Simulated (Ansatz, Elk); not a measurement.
# TiCr3: X-ray structure factors from the self-consistent density

Structure refinements treat a crystal as free atoms side by side. For a made-up structure of TiCr3 (cell and positions from a PBE relaxation) the runs below show what the calculated density changes in F(hkl).

Main program and level: Elk 11.2.3 (patched build); DFT, PBE, all-electron APW+lo, Dirac cores, scalar-relativistic bands, static density, no spin.

This account leaves out most program logs.

The structure was built from a prototype and need not be the compound's stable phase.

### Step 1. The starting structure

Symmetry: Immm, No. 71, orthorhombic system. Conventional cell: a = 2.929 Å, b = 4.139 Å, c = 8.333 Å, α = 90.00°, β = 90.00°, γ = 90.00°. Nearest to Cr lie 4 Cr at 2.47 Å and 4 Ti at 2.54 Å. Nearest to Cr lie 6 Cr at 2.47 to 2.54 Å and 2 Ti at 2.62 Å. Ti has 8 Cr at 2.54 to 2.62 Å nearest. Farther neighbours are not listed.

### Step 2. Ground state and structure factors

An all-electron density is needed, since X-rays see the cores too. Task 0 finds the density and task 195 Fourier-transforms it; tshift is off so that phases refer to the origin typed.

File elk.in:

```
tasks
  0
  195

xctype
  20

spinpol
  .false.

rgkmax
  7.0

gmaxvr
  14.0

lmaxo
  7

lmaxapw
  8

swidth
  0.002

tshift
  .false.

ramdisk
  .false.

hmaxvr
  5.5

maxscl
  120

epspot
  1e-06

sppath
  './'

avec
  -2.76791121783 3.91057500781 7.87394092779
  2.76791121783 -3.91057500781 7.87394092779
  2.76791121783 3.91057500781 -7.87394092779

atoms
  2
  'Cr.in'
  3
  -0.0000000000 0.5000000000 0.5000000000   0.000000 0.000000 0.000000
  0.2391651694 0.2391651694 0.0000000000   0.000000 0.000000 0.000000
  0.7608348306 0.7608348306 0.0000000000   0.000000 0.000000 0.000000
  'Ti.in'
  1
  0.5000000000 0.0000000000 0.5000000000   0.000000 0.000000 0.000000

ngridk
  9 9 9
```

Run with:

```console
$ OMP_NUM_THREADS=4 elk
```

It took 51 s on 4 threads of AMD EPYC 7R13 (Zen 3), shared host; peak memory 0.16 GiB; 3.1 min of CPU time.

SFACRHO.OUT:

```text

h k l indices transformed by vhmat matrix:
   1.000000000       0.000000000       0.000000000    
   0.000000000       1.000000000       0.000000000    
   0.000000000       0.000000000       1.000000000    

      h      k      l  multipl.   |H|            Re(F)            Im(F)           |F|

      0      0      0      1   0.0000000       94.000000      0.78142231E-17   94.000000    
     -1     -1      1      2  0.79797212      -1.7368676      0.17141722E-13   1.7368676    
      0     -1      1      4  0.89698068       4.9549174      0.20888946E-14   4.9549174    
      0      1      0      4   1.2030901      0.49623038      0.88215424E-14  0.49623038    
      1     -1      0      4   1.3905468       1.9201152      0.41336667E-14   1.9201152    
      2      1     -1      4   1.4415593      -5.1014329     -0.51461253E-15   5.1014329    
      2      2     -2      2   1.5959442       63.044485      0.27214817E-13   63.044485    
      1      1     -2      8   1.6032405      -63.805807     -0.25758925E-13   63.805807    
     -1      1     -1      2   1.6067165       63.997571     -0.78644149E-14   63.997571    
     -2     -1      2      4   1.6495287      -8.4075944      0.11817934E-13   8.4075944    
      0     -2      2      4   1.7939614      -1.4263415     -0.33906784E-14   1.4263415    
     -2      1      0      8   2.0072279      0.39679294      0.10322152E-13  0.39679294    
     -1     -3      2      8   2.1167566      0.48907320     -0.55046740E-14  0.48907320    
      3      2     -2      4   2.1506118       10.939895      0.21297313E-13   10.939895    
     -1     -3      3      4   2.2646359       52.047890     -0.22484923E-13   52.047890    
     -1      1      1      2   2.2700097       52.983947     -0.24995538E-13   52.983947    
     -2     -3      2      4   2.2952087       7.5090828     -0.23790918E-14   7.5090828    
      0      3     -2      8   2.3027120      -6.9887774      0.17166463E-13   6.9887774
```

Elk indexes on the primitive cell of elk.in and gives |H| = 4π sin θ/λ in inverse bohr. Below, one row stands for each form hkl of the conventional cell (m members, Friedel mates merged), F is for one primitive cell and the density is static (no thermal factor). Free-atom factors are Waasmaier and Kirfel's, and R is Σm||F|−|F'||/Σm|F|.

```csv
hkl,m,sin θ/λ (Å⁻¹),"abs F, DFT",neutral atoms,diff.
002,2,0.120,1.737,2.019,-0.282
011,4,0.135,4.955,5.203,-0.248
101,4,0.181,0.496,0.281,+0.215
110,4,0.209,1.920,2.180,-0.260
013,4,0.217,5.101,5.028,+0.074
004,2,0.240,63.044,64.298,-1.254
112,8,0.241,63.806,65.089,-1.283
020,2,0.242,63.998,65.333,-1.336
103,4,0.248,8.408,8.745,-0.337
022,4,0.270,1.426,1.605,-0.179
121,8,0.302,0.397,0.273,+0.124
114,8,0.318,0.489,0.623,-0.134
015,4,0.323,10.940,11.186,-0.246
024,4,0.341,52.048,52.476,-0.428
```

### Step 3. The highest occupied states alone

An energy window below the Fermi level keeps the highest occupied states, to see at which angles they scatter; shallow core shells can lie inside it and anion s states outside. No new self-consistency is needed.

Edit elk.in of step 2 so:

```diff
@@ -1,3 +1,2 @@
 tasks
-  0
   195
@@ -40,2 +39,5 @@
 
+wsfac
+  -0.083450 0.657540
+
 sppath
```

Run with:

```console
$ OMP_NUM_THREADS=4 elk
```

Elapsed: 4 s, on 4 threads; peak memory 0.17 GiB.

States within 12 eV below the Fermi level hold 22.00 electrons; any levels below the window count with the cores. Their amplitudes can exceed the total, where window and core parts have opposite phase:

```csv
hkl,sin θ/λ (Å⁻¹),"abs F, window","abs F, all"
002,0.120,1.800,1.737
011,0.135,2.355,4.955
101,0.181,1.202,0.496
110,0.209,1.319,1.920
013,0.217,0.501,5.101
004,0.240,5.467,63.044
112,0.241,5.506,63.806
020,0.242,5.470,63.998
103,0.248,1.743,8.408
022,0.270,0.901,1.426
```

### Step 4. Another functional

The difference from free atoms is small, so it is set against the change that LDA (Perdew-Wang) makes.

Edit elk.in of step 3 so:

```diff
@@ -1,2 +1,3 @@
 tasks
+  0
   195
@@ -4,3 +5,3 @@
 xctype
-  20
+  3
 
@@ -39,5 +40,2 @@
 
-wsfac
-  -0.083450 0.657540
-
 sppath
```

Run with:

```console
$ OMP_NUM_THREADS=4 elk
```

It took 33 s on 4 threads; peak memory 0.17 GiB.

Against the first run R = 0.06 %; the largest change is -0.049 at 200.

### Step 5. A coarser k-mesh

About half the k-points along each axis test the sampling.

Edit elk.in of step 4 so:

```diff
@@ -5,3 +5,3 @@
 xctype
-  3
+  20
 
@@ -60,2 +60,2 @@
 ngridk
-  9 9 9
+  4 4 4
```

Run with:

```console
$ OMP_NUM_THREADS=4 elk
```

It took 15 s on 4 threads; peak memory 0.17 GiB.

Against the first run R = 0.02 %; the largest change is -0.012 at 022.

### Step 6. Basis size

The basis and the expansions that go with it are enlarged, to see whether the differences are converged.

Edit elk.in of step 5 so:

```diff
@@ -11,12 +11,12 @@
 rgkmax
-  7.0
+  8.5
 
 gmaxvr
-  14.0
+  18.0
 
 lmaxo
-  7
+  9
 
 lmaxapw
-  8
+  10
 
@@ -60,2 +60,2 @@
 ngridk
-  4 4 4
+  9 9 9
```

Run with:

```console
$ OMP_NUM_THREADS=4 elk
```

Run time: 98 s. Hardware: 4 threads; peak memory 0.27 GiB.

Against the first run R = 0.02 %; the largest change is -0.011 at 220.

### Step 7. Settings against the effect

```csv
run,R against the first run (%),"R against neutral atoms, low angle (%)",wall time
"PBE, rgkmax 7",0.00,2.48,51 s
LDA (Perdew-Wang),0.06,2.48,33 s
k-mesh 4×4×4,0.02,2.48,15 s
rgkmax 8.5 with larger expansions,0.02,2.46,98 s
```

### Step 8. Results

* R against neutral atoms, sin θ/λ < 0.3 Å⁻¹: 2.48 %
* R against neutral atoms, 0.3 to 0.80 Å⁻¹: 0.64 %

Independent neutral atoms miss the calculated amplitudes by R = 2.48 % below 0.3 Å⁻¹ and 0.64 % from there to 0.80 Å⁻¹; by shells, 6.68 % below 0.15 Å⁻¹ (2 forms), 2.36 % 0.15 to 0.3 (8 forms), 0.78 % 0.3 to 0.45 (22 forms), 0.60 % above 0.45 (117 forms). Bonding, aspherical density and the tables' own atoms all enter these figures, and the runs don't part them. The largest change of an amplitude is -1.34 electrons, at 020. Weak lines can change much in proportion: 101 goes from 0.28 to 0.50. The window's part falls from 22.0 electrons at the origin to at most 1.44 between 0.45 and 0.80 Å⁻¹, where compact states inside the window still scatter. Below 0.3 Å⁻¹ the changes that finished (LDA (Perdew-Wang), k-mesh 4×4×4 and rgkmax 8.5 with larger expansions) move F by R = 0.02 % at most, against the 2.48 % that separates it from free atoms. These runs have no spin, though d or f shells may be open. Part of the difference isn't bonding: the tables are fits to free atoms and ions calculated by other methods than this functional. Thermal motion, anomalous dispersion and extinction are left out.

[Logs are printed without paths, hosts, clocks, repeated set-up lines and the standing remarks that a program may print on its own settings, such as how far it seeks lower states.]

[Hosts, paths, dates, database ids (printed as entryN), source tags and the programs' standing remarks are cut or masked in the printed files.]
